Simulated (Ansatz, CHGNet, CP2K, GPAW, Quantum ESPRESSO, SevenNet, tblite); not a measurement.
# Running graphene/h-BP/graphene sandwich (62 atoms) with Quantum ESPRESSO

Wanted: Quantum ESPRESSO inputs and outputs for graphene/h-BP/graphene sandwich (62 atoms), checked against a plane-wave reference.

Program: Quantum ESPRESSO 7.5. Level of theory: the method is named at each step. Results are calculated unless marked as measured.

### 1. Starting point

The cell holds 62 atoms: 48 C, 7 B and 7 P. Its edges and angles: a = 8.507 Å, b = 8.507 Å, c = 20.910 Å, α = 90.0°, β = 90.0°, γ = 120.0°. 12 cells of graphene (a = 2.46 Å, strained -0.17 %) and 7 cells of h-BP (a = 3.21 Å, +0.17 %) on one hexagonal cell, twist 10.89 deg; facing planes 3.49, 3.42 Å apart; 14 Å of vacuum; displaced by a Gaussian of 0.01 Å. Then every atom was moved at random, 0.03 Å r.m.s. a Cartesian component. Regions: layer 1, 24 atoms (24 C); layer 2, 14 atoms (7 B and 7 P); layer 3, 24 atoms (24 C). Vacuum lies along c.

The yardstick, on the same geometry:

| Property | Result |
| --- | --- |
| method | Kohn-Sham DFT, PBE, PAW, plane waves (Ansatz 0.2.0); cutoff 420 eV, Γ point, fermi-dirac smearing of 0.05 eV; PAW set soft_2 |
| r.m.s. force component | 1.569 eV/Å |
| longest force | 5.632 eV/Å |
| SCF cycles | 15 |
| time | 13 s on 4 threads of Arm Neoverse V1, shared host |
| CPU time | 51 s |

### 2. PBE, sssp-1.3.0-efficiency, 45/360 Ry

Method: Kohn-Sham DFT, PBE, SSSP efficiency 1.3.0 pseudopotentials, plane waves.

Contents of pw.in:

```
&control
  calculation = 'scf'
  pseudo_dir = './pseudo'
  outdir = './tmp'
  disk_io = 'none'
  tprnfor = .true.
/
&system
  ibrav = 0
  nat = 62
  ntyp = 3
  ecutwfc = 45
  ecutrho = 360
  nosym = .true.
  occupations = 'smearing'
  smearing = 'fd'
  degauss = 0.003675
/
&electrons
  conv_thr = 3.1e-07
  electron_maxstep = 100
  mixing_beta = 0.2
  mixing_mode = 'local-TF'
  diagonalization = 'david'
/
ATOMIC_SPECIES
C 12.011 C.upf
B 10.810 B.upf
P 30.974 P.upf
CELL_PARAMETERS angstrom
8.50730 0.00000 0.00000
-4.25365 7.36754 0.00000
0.00000 0.00000 20.91000
ATOMIC_POSITIONS crystal
C 0.16636 0.66875 0.33481
C 0.16793 0.50162 0.33520
C 0.33452 0.99888 0.33449
C 0.32951 0.82653 0.33596
C 0.16802 0.16775 0.33398
C 0.16504 0.99483 0.33336
C 0.33448 0.49712 0.33519
C 0.34184 0.33619 0.33520
C 0.49512 0.83794 0.33477
C 0.50273 0.66517 0.33520
C 0.49213 0.32730 0.33428
C 0.50435 0.16711 0.33575
C 0.67063 0.66864 0.33596
C 0.67136 0.49487 0.33616
C 0.83773 0.99848 0.33256
C 0.82862 0.83173 0.33484
C 0.67119 0.17454 0.33415
C 0.66652 0.99844 0.33308
C 0.82708 0.49903 0.33355
C 0.84114 0.33889 0.33478
C 0.99219 0.82914 0.33478
C 0.99556 0.65929 0.33269
C 0.99737 0.32854 0.33322
C 0.99607 0.15529 0.33076
B 0.77989 0.60694 0.50279
P 0.82703 0.41450 0.50206
B 0.91984 0.03007 0.50063
P 0.96483 0.82928 0.50236
B 0.06646 0.45519 0.50045
P 0.10718 0.26721 0.50228
B 0.20029 0.88066 0.50067
P 0.25046 0.69770 0.50194
B 0.35142 0.31642 0.50284
P 0.39410 0.12333 0.50181
B 0.49368 0.73906 0.50245
P 0.53737 0.55544 0.50147
B 0.63120 0.16463 0.50162
P 0.68686 0.98097 0.50170
C 0.69989 0.60589 0.66382
C 0.70636 0.43799 0.66397
C 0.86549 0.93886 0.66432
C 0.86798 0.77523 0.66546
C 0.70208 0.10694 0.66349
C 0.69478 0.94345 0.66544
C 0.86511 0.44349 0.66659
C 0.85832 0.27009 0.66404
C 0.03325 0.77539 0.66776
C 0.03452 0.60813 0.66537
C 0.03481 0.27857 0.66485
C 0.02804 0.11198 0.66798
C 0.21054 0.61390 0.66608
C 0.20051 0.44475 0.66597
C 0.36340 0.93918 0.66853
C 0.37158 0.77557 0.66507
C 0.20327 0.11155 0.66569
C 0.20171 0.94277 0.66544
[... 2 atom lines left out ...]
C 0.53374 0.76987 0.66373
C 0.53931 0.61057 0.66427
C 0.53182 0.27077 0.66732
C 0.52960 0.10541 0.66508
K_POINTS gamma
```

On the command line:

```console
$ OMP_NUM_THREADS=1 mpirun -np 2 pw.x -in pw.in > output.txt
```

What it wrote:

```text
Program PWSCF
     gamma-point specific algorithms are used
     Parallelization info
     sticks:   dense  smooth     PW     G-vecs:    dense   smooth      PW
     Min        3216    1608    402               510119   180413   22542
     Max        3217    1609    403               510120   180416   22555
     Sum        6433    3217    805              1020239   360829   45097
     bravais-lattice index     =            0
     lattice parameter (alat)  =      16.0765  a.u.
     unit-cell volume          =    8844.3289 (a.u.)^3
     number of atoms/cell      =           62
     number of atomic types    =            3
     number of electrons       =       248.00
     number of Kohn-Sham states=          149
     kinetic-energy cutoff     =      45.0000  Ry
     charge density cutoff     =     360.0000  Ry
     scf convergence threshold =      3.1E-07
     mixing beta               =       0.2000
     number of iterations used =            8  local-TF  mixing
     Exchange-correlation= PBE
                           (   1   4   3   4   0   0   0)
     crystal axes: (cart. coord. in units of alat)
               a(1) = (   1.000000   0.000000   0.000000 )
               a(2) = (  -0.500000   0.866026   0.000000 )
               a(3) = (   0.000000   0.000000   2.457889 )
     reciprocal axes: (cart. coord. in units 2 pi/alat)
               b(1) = (  1.000000  0.577350 -0.000000 )
               b(2) = (  0.000000  1.154700  0.000000 )
               b(3) = (  0.000000 -0.000000  0.406853 )
     PseudoPot. # 1 for C :
     Pseudo is Projector augmented-wave + core cor, Zval =  4.0
     PseudoPot. # 2 for B :
     Pseudo is Ultrasoft + core correction, Zval =  3.0
     PseudoPot. # 3 for P :
     Pseudo is Ultrasoft + core correction, Zval =  5.0
     atomic species   valence    mass     pseudopotential
     C                 4.00    12.01100     C ( 1.00)
     B                 3.00    10.81000     B ( 1.00)
     P                 5.00    30.97400     P ( 1.00)
     No symmetry found
   Cartesian axes
     number of k points=     1  Fermi-Dirac smearing, width (Ry)=  0.0037
                       cart. coord. in units 2pi/alat
        k(    1) = (   0.0000000   0.0000000   0.0000000), wk =   2.0000000
     Dense  grid:   510120 G-vectors     FFT dimensions: ( 100, 100, 240)
     Smooth grid:   180415 G-vectors     FFT dimensions: (  72,  72, 180)
     Check: negative core charge=   -0.000006
     Initial potential from superposition of free atoms
     starting charge     247.9949, renormalised to     248.0000
     negative rho (up, down):  1.200E-03 0.000E+00
     Starting wfcs are  248 randomized atomic wfcs
     Self-consistent Calculation
     iteration #  1     ecut=    45.00 Ry     beta= 0.20
     negative rho (up, down):  5.340E-06 0.000E+00
     total energy              =   -1029.39385411 Ry
     estimated scf accuracy    <       5.85147593 Ry
     iteration #  2     ecut=    45.00 Ry     beta= 0.20
     negative rho (up, down):  1.967E-08 0.000E+00
     total energy              =   -1026.83558744 Ry
     estimated scf accuracy    <       4.60389498 Ry
     iteration #  3     ecut=    45.00 Ry     beta= 0.20
     total energy              =   -1027.62624296 Ry
     estimated scf accuracy    <       0.60872976 Ry
     iteration #  4     ecut=    45.00 Ry     beta= 0.20
     total energy              =   -1027.60497564 Ry
     estimated scf accuracy    <       0.44689692 Ry
     iteration #  5     ecut=    45.00 Ry     beta= 0.20
     total energy              =   -1027.52802986 Ry
     estimated scf accuracy    <       0.25785039 Ry
     iteration #  6     ecut=    45.00 Ry     beta= 0.20
     total energy              =   -1027.52210824 Ry
     estimated scf accuracy    <       0.10267181 Ry
[...]
negative rho (up, down):  3.113E-03 0.000E+00
[...]
negative rho (up, down):  1.868E-02 0.000E+00
[...]
negative rho (up, down):  1.826E-02 0.000E+00
[...]
c_bands:  1 eigenvalues not converged
[...]
total energy              =   -1027.49792080 Ry
[...]
iteration # 25     ecut=    45.00 Ry     beta= 0.20
[...]
total energy              =   -1027.49792107 Ry
     estimated scf accuracy    <       0.00000070 Ry
     iteration # 26     ecut=    45.00 Ry     beta= 0.20
     negative rho (up, down):  2.722E-03 0.000E+00
     total energy              =   -1027.49792113 Ry
     estimated scf accuracy    <       0.00000035 Ry
     iteration # 27     ecut=    45.00 Ry     beta= 0.20
     negative rho (up, down):  2.568E-03 0.000E+00
     End of self-consistent calculation
          k = 0.0000 0.0000 0.0000 ( 22549 PWs)   bands (ev):
   -18.5027 -18.4441 -16.8013 -16.7144 -16.6465 -16.6421 -16.5643 -16.5175
   -16.4893 -16.4414 -16.3762 -16.3366 -16.3207 -16.2611 -13.3354 -13.2494
   -13.2305 -13.2006 -13.1641 -13.0714 -13.0671 -12.3510 -12.2352 -12.1690
   -12.1526 -12.1089 -11.9905 -11.7583 -11.5670 -11.5207 -11.4852 -11.3967
   -11.3726 -11.3503 -11.2834 -11.2628 -11.2196 -11.2007 -11.1275 -11.0545
   -10.9242  -9.5085  -9.4834  -9.4664  -9.4083  -7.0716  -6.9843  -6.8636
[...]
0.8328   0.9504   1.0316   1.0579   1.2119   1.2775   1.3407   1.3707
     2.3956   2.5134   2.5533   2.7522   2.8572   2.9355   3.4586   3.4826
     3.5441   3.8107   3.8166   3.9531   4.3533   4.7127   4.7305   4.8247
     4.8909   5.0263   5.0906   5.1274   5.2513
     the Fermi energy is     1.1410 ev
!    total energy              =   -1027.49792123 Ry
     estimated scf accuracy    <       0.00000010 Ry
     smearing contrib. (-TS)   =      -0.01290023 Ry
     internal energy E=F+TS    =   -1027.48502100 Ry
     The total energy is F=E-TS. E is the sum of the following terms:
     one-electron contribution =   -5815.86159668 Ry
     hartree contribution      =    2982.23099604 Ry
     xc contribution           =    -274.45588365 Ry
     ewald contribution        =    2376.64920159 Ry
     one-center paw contrib.   =    -296.04773830 Ry
     convergence has been achieved in  27 iterations
     negative rho (up, down):  2.568E-03 0.000E+00
     Forces acting on atoms (cartesian axes, Ry/au):
     atom    1 type  1   force =    -0.06613063   -0.08811688   -0.00523438
     atom    2 type  1   force =     0.07894365   -0.09989591   -0.01043388
     atom    3 type  1   force =    -0.04392555    0.00038358    0.00354837
     atom    4 type  1   force =    -0.00107867    0.11007368   -0.01128972
     atom    5 type  1   force =    -0.01189815   -0.03874452   -0.01485916
     atom    6 type  1   force =     0.02130509    0.02496845    0.00937780
[...]
atom   60 type  1   force =    -0.11534387   -0.05340720    0.00330901
     atom   61 type  1   force =     0.05338456   -0.01602121   -0.02767698
     atom   62 type  1   force =    -0.01342397    0.05673936    0.02100111
     Total force =     0.833458     Total SCF correction =     0.000238
     Message from routine punch:
     Nothing written, as per user request (disk_io='none')
```

Elapsed: 3.8 min, on 2 MPI ranks of Arm Neoverse V1, shared host; peak memory 2.1 GiB.

Banners, paths, timers and routine set-up lines are dropped from the logs unmarked, and long logs keep their key lines alone; longer cuts are marked.

Against the reference:

| Quantity | Value |
| --- | --- |
| r.m.s. force component | 1.571 eV/Å |
| r.m.s. difference of force components | 3.236 meV/Å |
| longest difference of force vectors | 12.64 meV/Å |
| force difference over r.m.s. force | 0.2063 % |
| slope of forces against the reference's | 1.002 |
| correlation of force components | 1 |

Length of the force difference by element (eV/Å):

```
element  atoms    mean    most
      B      7  0.0014  0.0023
      C     48  0.0057   0.013
      P      7  0.0023  0.0031
```

The surroundings of C23, picked at random, nearest first, numbered as they follow in the input and with coordinates relative to it.

```
atom      x      y      z  distance (Å)  bonds     Fx     Fy  Fz (eV/Å)
 C23   0.00   0.00   0.00          0.00      3   0.02   2.07      -0.03
 C20  -1.37   0.08   0.03          1.38      3  -0.27  -2.62      -0.39
  C2   0.71   1.28   0.04          1.46      3   2.03  -2.57      -0.27
 C24   0.73  -1.28  -0.05          1.47      3   2.23   3.90       0.47
 C17  -2.12  -1.13   0.02          2.40      3   0.45  -1.81       0.04
 C15   0.05  -2.43  -0.01          2.43      3  -4.78  -0.93      -0.19
  C5   2.14  -1.18   0.02          2.44      3  -0.31  -1.00      -0.38
  C7   2.15   1.24   0.04          2.48      3  -1.89   3.05       0.01
  C1  -0.01   2.51   0.03          2.51      3  -1.70  -2.27      -0.13
 C19  -2.17   1.26   0.01          2.51      3   4.12   0.30       0.12
```

Forces lie 0.21 % from the reference's, at 8.9 times its CPU time (on 2 against 4 cores).

### 3. A run with a doubtful setting

Edit pw.in of step 2 so:

```diff
@@ -11,3 +11,3 @@
   ntyp = 3
-  ecutwfc = 45
+  ecutwf = 45
   ecutrho = 360
@@ -20,3 +20,3 @@
   conv_thr = 3.1e-07
-  electron_maxstep = 100
+  electron_maxstep = 50
   mixing_beta = 0.2
```

What it wrote:

```text
Program PWSCF
 %%%%%%%%%%%%%%%%%%%%%%%%%%%%%%%%%%%%%%%%%%%%%%%%%%%%%%%%%%%%%%%%%%%%%%%%%%%%%%
     Error in routine  read_namelists (1):
      bad line in namelist &system: "  ecutwf = 45" (error could be in the previous line)
 %%%%%%%%%%%%%%%%%%%%%%%%%%%%%%%%%%%%%%%%%%%%%%%%%%%%%%%%%%%%%%%%%%%%%%%%%%%%%%
```

It took 0.72 s on 2 MPI ranks; peak memory 0.26 GiB.

The program stopped at the start. The fault in the input: a misspelt keyword (ecutwfc written as ecutwf).

### 4. What came out

```json
{
  "force difference from the reference": "QE PBE, sssp-1.3.0-efficiency, 45/360 Ry, 0.21 %",
  "its CPU time": "7.5 min"
}
```

In words: PBE on plane waves or a grid with other potentials, cutoffs or grids differs from the reference by 0.21 % (QE PBE, sssp-1.3.0-efficiency, 45/360 Ry) of the r.m.s. force; this holds the reference's own error, so differences of a few per cent don't tell which side is nearer the exact PBE result (QE's 45 Ry are 612 eV, against the reference's 420 eV). The reference's PBE has no dispersion term, which matters for the binding between molecules or layers. One k-point is far too coarse for the carbon or group-IV sheet, and it can put spurious forces of up to about 1 eV/Å on the sheet's atoms. The electronic-structure runs sample only Γ, in a cell whose shortest periodic width is 7 Å, which is coarse for a cell with partly filled levels.

[Also dropped from logs without a mark: logging warnings of Python, and SIESTA's first energy breakdown and zero terms.]

[Logs are printed without paths, hosts, clocks, repeated set-up lines and the standing remarks that a program may print on its own settings, such as how far it seeks lower states.]

[Hosts, paths, dates, database ids (printed as entryN), source tags and the programs' standing remarks are cut or masked in the printed files.]
